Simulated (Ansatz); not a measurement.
# (KF)1(LiCl)2 [001] superlattice, started as rocksalt type: from the cell to its phonons, part 2 of 2

How does (KF)1(LiCl)2 [001] superlattice, started as rocksalt type vibrate, and is this structure a minimum?

Ansatz 0.2.0; DFT PBE, scalar-relativistic, plane waves, PAW.

So far. Step 4 (Relaxing to small forces for the phonons): The largest force component left is 0.11 meV/Å and the pressure is -0.001 GPa, within the tolerances set. The cell now holds 19.81 Å³/atom. The relaxed cell has a = 3.633, c = 18.005 Å (conventional setting).

The structure was built from a prototype and need not be the compound's stable phase.

## 5. Zone-centre response

The zone centre is the only wavevector solved here; it holds the modes that light can see, as far as symmetry allows. The response to a homogeneous field gives the Born charges and the dielectric tensor, and its change with displacement the Raman tensors.

Contents of input.yaml:

```yaml
crystal:
  lattice:
    - [2.5690737821, 2.5690737821, 0.0]
    - [-2.5690737821, 2.5690737821, 0.0]
    - [2.5690737821, 0.0, 9.0025597777]
  atoms:
    - { symbol: Cl, position: [0.8223672624, 0.1776327376, 0.3552654752] }
    - { symbol: Cl, position: [0.1776327376, 0.8223672624, 0.6447345248] }
    - { symbol: F, position: [0.5, 0.5, 0.0] }
    - { symbol: K, position: [0.0, 0.0, 0.0] }
    - { symbol: Li, position: [0.3162586919, 0.6837413081, 0.3674826162] }
    - { symbol: Li, position: [0.6837413081, 0.3162586919, 0.6325173838] }
kpoints:
  mp_grid: { grid: [8, 8, 8] }
hamiltonian:
  xc: pbe
scf:
  occupations: { method: fixed }
output:
  eigenvalues: true
phonons:
  method: dfpt
  dielectric: true
  rigid_motions: translations
  raman: true
```

The run is started by

```
> ansatz run input.yaml --threads 4 --pin off --max-ram 14336MiB --backend cpu --events-out ev --progress --plain --runs-dir out
```

Numbers of over 12 decimals in the logs are rounded to 6 here.

The program printed:

```text
Warning: crystal.symmetry: narrowed to the stabiliser of the run's FFT grids — unitary ops 16 → 4. A phonons.method: dfpt run fills in the rows of the dynamical matrix that it does not solve by its symmetry operations, which is exact only for operations that map its FFT grids onto themselves: filled in by any other, the frequencies could depend on the order in which like atoms are typed, or, by more than the grids' own error, on where the crystal sits among the grids' points. Excluded: 12 operations. The run can therefore solve more perturbations, solve them on more k-points, or both, and cost more. [rest of the remark cut]
[...]
Crystal: 6 atoms, lattice volume = 118.836 Å³
Basis set: ecut = 420 eV, 2331 PW (Γ), exchange–correlation on 50×50×128 points (8 copies of the dense FFT grid, shifted against one another)
Bands: 24, of which v1, the nominal top of the filled ones, is band 18 counted from 1 (17 counted from 0)
Symmetry: 16 space group operations
k-points: 260 of 512 (irreducible under 1 space group operation, time reversal used)
[...]
SCF iter   1: F=—  HF=-4924.162569 eV  |F-HF|=—  |Δ(HF+E_count)|=         —  Δρ=2.42e-3  dr2=1.53e-2  ethr=1.77e-3  ⟨swp⟩=5.0  Hψ=25381  notcnv=0  defer=1034
[...]
SCF iter   9: F=-4924.155434 eV  HF=-4924.155434 eV  |F-HF|=4.55e-11  |Δ(HF+E_count)|=  4.89e-10  Δρ=1.41e-7  dr2=3.24e-11  ethr=1.00e-12  ⟨swp⟩=12.3  Hψ=40090  notcnv=0
SCF 1 converged in 9 iterations: F = -4924.155434 eV  dr2 = 3.24e-11
[...]
NSCF: frozen V_eff on 3 k-points
DFPT response loops at Γ: preconditioner auto → Resta (q_TF=auto, 2.236 Å⁻¹)  ε∞=3.4 (no band partly filled); β = 1.00, the filter's whole step (`scf.mixing.beta` (0.50) is not read by the response loops at its default; to damp them type it under 1.00, their step now; it binds the ground state too); Broyden in place of MSR1
── the response to a field inside a basis, on 8×8×8 k-points: an SCF that follows is theirs, and a resumed run solves both again ──
Bands: 19, of which v1, the nominal top of the filled ones, is band 18 counted from 1 (17 counted from 0)
k-points: 144 of 512 (irreducible under 4 space group operations)
[...]
Eigensolver: Dense (144 Hₖ)
SCF iter   1: F=—  HF=-4924.147427 eV  |F-HF|=—  |Δ(HF+E_count)|=         —  Δρ=2.24e-4  dr2=1.40e-5  ethr=1.00e-1
[...]
SCF iter   6: F=-4924.147427 eV  HF=-4924.147427 eV  |F-HF|=1.09e-11  |Δ(HF+E_count)|=  1.13e-10  Δρ=1.39e-7  dr2=4.51e-11  ethr=1.68e-12
SCF 1 converged in 6 iterations: F = -4924.147427 eV  dr2 = 4.51e-11
[...]
SCF converged after 9 iterations
Free energy (F): -4924.155434 eV
[...]
Internal energy: -4924.155434 eV  (E = F + TS)
E sigma→0 (E₀):  -4924.155434 eV
Fermi energy:    1.246981 eV
[...]
--- Band table (eV; the first three rows and the last of 260) ---
  k-point 0: bands = [... 14 lower, 0.2728, 0.9768, 1.2470, 1.2470, 6.3386, 8.0563, 9.3542, 9.7103, ... 2 higher]
  k-point 1: bands = [... 14 lower, 0.2725, 0.9660, 1.2469, 1.2469, 6.3941, 7.9720, 9.3343, 9.5349, ... 2 higher]
  k-point 2: bands = [... 14 lower, 0.2717, 0.9404, 1.2467, 1.2467, 6.5535, 7.7455, 9.2927, 9.3251, ... 2 higher]
  k-point 259: bands = [... 14 lower, -0.2380, 0.9805, 1.1581, 1.1606, 8.3912, 8.6561, 8.9073, 9.5079, ... 2 higher]
--- Phonons (Γ-DFPT): 12 representative perturbations + reference, on 260 of 512 k-points (Σ response iterations 44) ---
  ASR residual: 4.113e-4 → 0.000e0 eV/Å²; symmetrization residual: 5.868e-6 eV/Å²
  The last average, over the group as it would stand without the narrowing to the FFT grids, took up to 1.698e-5 eV/Å² of the zone centre's force constants
  ASR residual per site (eV/Å²): 3.12e-5 3.12e-5 1.83e-5 4.11e-4 2.49e-4 2.49e-4
  Γ frequencies (cm⁻¹): -106.22 0.00 0.00 0.00 48.29 48.29 105.14 105.14 134.47 167.22 167.22 175.27 176.26 176.26 228.56 240.39 240.39 286.65
  ε∞ (high-frequency dielectric tensor):
        2.447381     0.000000     0.000000
        0.000000     2.447381     0.000000
        0.000000     0.000000     2.319087
  softest optical mode at Γ: -106.22 cm⁻¹; the repairs (sum rule, projections) moved no ω² at Γ by more than (5.09 cm⁻¹)²
  Born effective charges Z* (e; rows j = field, columns β = displacement):
    site 0:
        -1.20080    0.00000    0.00000
        -0.00000   -1.20080   -0.00000
         0.00000   -0.00000   -0.86900
    site 1:
        -1.20080    0.00000    0.00000
        -0.00000   -1.20080    0.00000
        -0.00000    0.00000   -0.86900
    site 2:
        -1.23487    0.00000    0.00000
        -0.00000   -1.23487    0.00000
         0.00000    0.00000   -1.18072
    site 3:
         1.17442    0.00000    0.00000
        -0.00000    1.17442    0.00000
         0.00000    0.00000    1.14398
    site 4:
         1.23103    0.00000    0.00000
         0.00000    1.23103   -0.00000
         0.00000   -0.00000    0.88737
    site 5:
         1.23103    0.00000    0.00000
         0.00000    1.23103    0.00000
         0.00000    0.00000    0.88737
  Z* charge neutrality: 3.230e-5 e pre-enforcement
  k-mesh period / interband length: 29.1 Å / 1.23 Å = 23.67 at k = (0.0000, -0.5000, 0.0000), direct gap 6.806 eV — 14 or more, which is no proof of convergence
  Raman tensors (in the event stream and the table raman_tensors.tsv): an entry may err by 5.2e-3 Å², one of the second-order susceptibility by 2.1e-20 pm/V (basis, points and sum rule); their sum over the sites missed zero by 6.939e-18 Å² ahead of its enforcement
  optical modes at Γ without the LO–TO term, one row a degenerate level:
      ω (cm⁻¹)  modes    IR ((D/Å)²/amu)  static Raman (Å⁴/amu)  depolarisation
       -106.22      1             4.2215                 0.0000               —
         48.29      2             0.1214                 0.0000               —
        105.14      2             0.0000                 0.0226           0.750
        134.47      1             1.8855                 0.0000               —
        167.22      2            23.2890                 0.0000               —
        175.27      1             0.0000                 2.8676           0.265
        176.26      2             0.0000                 0.0518           0.750
        228.56      1             0.0000                 4.1069           0.088
        240.39      2             5.8255                 0.0000               —
        286.65      1             2.5763                 0.0000               —
  optical modes at Γ + LO–TO along q̂ = [1.0000, 0.0000, 0.0000]:
      ω (cm⁻¹)  modes    IR ((D/Å)²/amu)  static Raman (Å⁴/amu)  depolarisation
       -106.22      1             4.2215                 0.0000               —
         48.29      1             0.0607                 0.0000               —
         49.25      1             0.0027                 0.0000               —
        105.14      2             0.0000                 0.0226           0.750
        134.47      1             1.8855                 0.0000               —
        167.22      1            11.6445                 0.0000               —
        175.27      1             0.0000                 2.8676           0.265
        176.26      2             0.0000                 0.0518           0.750
        224.19      1             0.2483                 0.0000               —
        228.56      1             0.0000                 4.1069           0.088
        240.39      1             2.9128                 0.0000               —
        286.65      1             2.5763                 0.0000               —
        377.61      1            14.3670                 0.0000               —
  optical modes at Γ + LO–TO along q̂ = [0.0000, 1.0000, 0.0000]:
      ω (cm⁻¹)  modes    IR ((D/Å)²/amu)  static Raman (Å⁴/amu)  depolarisation
       -106.22      1             4.2215                 0.0000               —
         48.29      1             0.0607                 0.0000               —
         49.25      1             0.0027                 0.0000               —
        105.14      2             0.0000                 0.0226           0.750
        134.47      1             1.8855                 0.0000               —
        167.22      1            11.6445                 0.0000               —
        175.27      1             0.0000                 2.8676           0.265
        176.26      2             0.0000                 0.0518           0.750
        224.19      1             0.2483                 0.0000               —
        228.56      1             0.0000                 4.1069           0.088
        240.39      1             2.9128                 0.0000               —
        286.65      1             2.5763                 0.0000               —
        377.61      1            14.3670                 0.0000               —
  optical modes at Γ + LO–TO along q̂ = [0.0000, 0.0000, 1.0000]:
      ω (cm⁻¹)  modes    IR ((D/Å)²/amu)  static Raman (Å⁴/amu)  depolarisation
         48.29      2             0.1214                 0.0000               —
         57.46      1             0.5779                 0.0000               —
        105.14      2             0.0000                 0.0226           0.750
        167.22      2            23.2890                 0.0000               —
        175.27      1             0.0000                 2.8676           0.265
        176.26      2             0.0000                 0.0518           0.750
        192.62      1             2.0156                 0.0000               —
        228.56      1             0.0000                 4.1069           0.088
        240.39      2             5.8255                 0.0000               —
        340.24      1             6.0899                 0.0000               —
```

Run time: 12 min. Hardware: 4 threads of Arm Neoverse V2, shared host; peak memory 3.3 GiB.

Numbers from this step:

- sum-rule residual before enforcement: 4.11e-4 eV/Å²
- miss of the charge sum rule: 3.23e-5 e
- point group: 4/mmm
- highest optical mode at the zone centre (no LO-TO term): 286.6 cm⁻¹
- lowest optical zone-centre mode: -106.2 cm⁻¹
- mean high-frequency dielectric constant: 2.405
- largest Born charge (third of the trace): -1.217 e
- top of the zone-centre spectrum with the field: 377.6 cm⁻¹

Without the LO-TO term. Patterns of degenerate modes are one choice out of their space. Modes at Γ, with each element's share of the kinetic energy (negative means imaginary):

| mode | frequency (cm⁻¹) | symmetry | Cl % | F % | K % | Li % |
| --- | --- | --- | --- | --- | --- | --- |
| 1 | -106.2 | A2u | 4 | 71 | 0 | 24 |
| 2 | 0.0 | acoustic | 50 | 13 | 27 | 10 |
| 3 | 0.0 | acoustic | 50 | 13 | 27 | 10 |
| 4 | 0.0 | acoustic | 50 | 13 | 27 | 10 |
| 5 | 48.3 | Eu | 37 | 17 | 42 | 4 |
| 6 | 48.3 | Eu | 37 | 17 | 42 | 4 |
| 7 | 105.1 | Eg | 92 | 0 | 0 | 8 |
| 8 | 105.1 | Eg | 92 | 0 | 0 | 8 |
| 9 | 134.5 | A2u | 30 | 1 | 69 | 0 |
| 10 | 167.2 | Eu | 13 | 0 | 0 | 87 |
| 11 | 167.2 | Eu | 13 | 0 | 0 | 87 |
| 12 | 175.3 | A1g | 95 | 0 | 0 | 5 |
| 13 | 176.3 | Eg | 8 | 0 | 0 | 92 |
| 14 | 176.3 | Eg | 8 | 0 | 0 | 92 |
| 15 | 228.6 | A1g | 5 | 0 | 0 | 95 |
| 16 | 240.4 | Eu | 0 | 69 | 31 | 0 |
| 17 | 240.4 | Eu | 0 | 69 | 31 | 0 |
| 18 | 286.6 | A2u | 17 | 14 | 4 | 66 |

Displacements in mode 1 (-106.2 cm⁻¹), the largest set to 1:
```
Cl1  0.00  0.00 -0.12
Cl2  0.00  0.00 -0.12
F3   0.00  0.00  1.00
K4   0.00  0.00 -0.02
Li5  0.00  0.00 -0.68
Li6  0.00  0.00 -0.68
```

Displacements in mode 11 (167.2 cm⁻¹), the largest set to 1:
```
Cl1 -0.17  0.01  0.00
Cl2 -0.17  0.01  0.00
F3  -0.01  0.00  0.00
K4  -0.04  0.00  0.00
Li5  1.00 -0.04  0.00
Li6  1.00 -0.04  0.00
```

Optical modes at the zone centre, without and with the macroscopic field of the longitudinal modes; each column is sorted by frequency, so a row need not hold one and the same mode. Modes with and without the field, by row:

| rank among optical modes | no field (cm⁻¹) | q along (1, 0, 0) (cm⁻¹) | q along (0, 0, 1) (cm⁻¹) |
| --- | --- | --- | --- |
| 1 | -106.2 | -106.2 | 48.3 |
| 2 | 48.3 | 48.3 | 48.3 |
| 3 | 48.3 | 49.2 | 57.5 |
| 4 | 105.1 | 105.1 | 105.1 |
| 5 | 105.1 | 105.1 | 105.1 |
| 6 | 134.5 | 134.5 | 167.2 |
| 7 | 167.2 | 167.2 | 167.2 |
| 8 | 167.2 | 175.3 | 175.3 |
| 9 | 175.3 | 176.3 | 176.3 |
| 10 | 176.3 | 176.3 | 176.3 |
| 11 | 176.3 | 224.2 | 192.6 |
| 12 | 228.6 | 228.6 | 228.6 |
| 13 | 240.4 | 240.4 | 240.4 |
| 14 | 240.4 | 286.6 | 240.4 |
| 15 | 286.6 | 377.6 | 340.2 |

Born charge (rows field, columns displacement) (e), principal values of the symmetric part by kind of site:

| atom | atoms with these values | low | middle | high | mean |
| --- | --- | --- | --- | --- | --- |
| Cl1 | 2 | -1.20 | -1.20 | -0.87 | -1.09 |
| F3 | 1 | -1.23 | -1.23 | -1.18 | -1.22 |
| K4 | 1 | 1.14 | 1.17 | 1.17 | 1.16 |
| Li5 | 2 | 0.89 | 1.23 | 1.23 | 1.12 |

In full for Cl1:

```
-1.20  0.00  0.00
 0.00 -1.20  0.00
 0.00  0.00 -0.87
```

High-frequency dielectric tensor:

```
2.45 0.00 0.00
0.00 2.45 0.00
0.00 0.00 2.32
```

Transverse modes; imaginary modes are left out. Infrared lines, with heights relative to the strongest:

| position (cm⁻¹) | relative intensity |
| --- | --- |
| 48 | 0.5 |
| 105 | 0.0 |
| 134 | 8.1 |
| 167 | 100 |
| 175 | 0.0 |
| 176 | 0.0 |
| 229 | 0.0 |
| 240 | 25 |
| 287 | 11 |

Activity x (w_L - w)^4 (n + 1)/w, 532 nm, 300 K; imaginary modes are left out; modes without the macroscopic field alone. Raman lines, with heights relative to the strongest:

| position (cm⁻¹) | relative intensity |
| --- | --- |
| 48 | 0.0 |
| 105 | 1.9 |
| 134 | 0.0 |
| 167 | 0.0 |
| 175 | 100 |
| 176 | 1.8 |
| 229 | 93 |
| 240 | 0.0 |
| 287 | 0.0 |

Before it was imposed, the acoustic sum rule was missed by 4.1e-4 eV/Å² and the charge sum rule by 3.2e-5 e. Small misses are needed for a sound result but don't prove that mesh and cutoff are converged. The lowest optical mode is imaginary, 106.2i cm⁻¹, so the energy falls along it.

## 6. Isotope substitution, element Cl, natural mass 35.45 amu

An isotope changes the mass and not the force constants, so no new electronic calculation is needed; the shifts show which modes move this element.

The same force constants with the mass of Cl changed from 35.450 to 36.966 u (phonopy, no LO-TO term). Both lists are sorted by frequency; levels can cross, so a row need not hold one and the same mode. Modes under 3 cm⁻¹ are left out. Isotope shifts, by row:

| q | rank | natural mass (cm⁻¹) | changed mass (cm⁻¹) |
| --- | --- | --- | --- |
| 0 0 0 | 1 | -106.2 | -106.1 |
| 0 0 0 | 5 | 48.29 | 47.92 |
| 0 0 0 | 6 | 48.29 | 47.92 |
| 0 0 0 | 7 | 105.1 | 103.1 |
| 0 0 0 | 8 | 105.1 | 103.1 |
| 0 0 0 | 9 | 134.5 | 133.6 |
| 0 0 0 | 10 | 167.2 | 166.8 |
| 0 0 0 | 11 | 167.2 | 166.8 |
| 0 0 0 | 12 | 175.3 | 171.8 |
| 0 0 0 | 13 | 176.3 | 176 |
| 0 0 0 | 14 | 176.3 | 176 |
| 0 0 0 | 15 | 228.6 | 228.3 |
| 0 0 0 | 16 | 240.4 | 240.4 |
| 0 0 0 | 17 | 240.4 | 240.4 |
| 0 0 0 | 18 | 286.6 | 285.7 |

A mode of this element alone would shift by -2.07 %. The highest zone-centre frequency without the field goes from 286.6 to 285.7 cm⁻¹ (-0.3 %).

## 7. Another isotope, element K, natural mass 39.0983 amu

The same for K, from 39.10 to 40.96 u.

A mode of this element alone would shift by -2.30 %. The highest zone-centre frequency without the field goes from 286.6 to 286.4 cm⁻¹ (-0.1 %).

## 8. Isotope substitution, element Li, natural mass 6.94 amu

The same for Li, from 6.94 to 6.02 u.

The same force constants with the mass of Li changed from 6.940 to 6.015 u (phonopy, no LO-TO term). Both lists are sorted by frequency; levels can cross, so a row need not hold one and the same mode. Modes under 3 cm⁻¹ are left out. Isotope shifts, by row:

| q | rank | natural mass (cm⁻¹) | changed mass (cm⁻¹) |
| --- | --- | --- | --- |
| 0 0 0 | 1 | -106.2 | -108 |
| 0 0 0 | 5 | 48.29 | 48.41 |
| 0 0 0 | 6 | 48.29 | 48.41 |
| 0 0 0 | 7 | 105.1 | 105.7 |
| 0 0 0 | 8 | 105.1 | 105.7 |
| 0 0 0 | 9 | 134.5 | 134.5 |
| 0 0 0 | 10 | 167.2 | 175.8 |
| 0 0 0 | 11 | 167.2 | 178 |
| 0 0 0 | 12 | 175.3 | 178 |
| 0 0 0 | 13 | 176.3 | 188.3 |
| 0 0 0 | 14 | 176.3 | 188.3 |
| 0 0 0 | 15 | 228.6 | 240.4 |
| 0 0 0 | 16 | 240.4 | 240.4 |
| 0 0 0 | 17 | 240.4 | 244.8 |
| 0 0 0 | 18 | 286.6 | 300.7 |

A mode of this element alone would shift by +7.41 %. The highest zone-centre frequency without the field goes from 286.6 to 300.7 cm⁻¹ (+4.9 %).

## 9. Results

| Quantity | Value |
| --- | --- |
| space group after relaxation (within 0.01 Å) | I4/mmm |
| volume per atom | 19.8 Å³ |
| gap on the k-mesh | 5.09 eV |
| highest optical mode at the zone centre (no LO-TO term) | 287 cm⁻¹ |
| top of the zone-centre spectrum with the field | 378 cm⁻¹ |
| lowest optical zone-centre mode | -106 cm⁻¹ |
| mean high-frequency dielectric constant | 2.40 |
| largest Born charge (third of the trace) | -1.22 e |
| imaginary modes at Γ (the only wavevector solved) | yes |

What this shows: A zone-centre mode is imaginary (106.2i cm⁻¹), so this structure is not a minimum of the energy. Without the field, the optical modes at Γ span -106 to 287 cm⁻¹ (negative means imaginary). The dispersion is not part of this account. The highest mode in this list at Γ, 286.6 cm⁻¹, has its largest share on Li (66 % of the kinetic energy). With the macroscopic field of the longitudinal modes the top of the zone-centre spectrum lies at 378 cm⁻¹, against 287 cm⁻¹ without it. Among the real modes, the strongest infrared line is at 167 cm⁻¹. Averaged over orientations, the strongest Raman line at 532 nm and 300 K is at 175 cm⁻¹. The starting cell was built on a prototype and not taken from a measurement, so the phase need not exist. These are harmonic frequencies at zero temperature: anharmonic shifts, linewidths and thermal expansion are left out.

[Logs are printed without paths, hosts, clocks, repeated set-up lines and the standing remarks that a program may print on its own settings, such as how far it seeks lower states.]

[Hosts, paths, dates, database ids (printed as entryN), source tags and the programs' standing remarks are cut or masked in the printed files.]
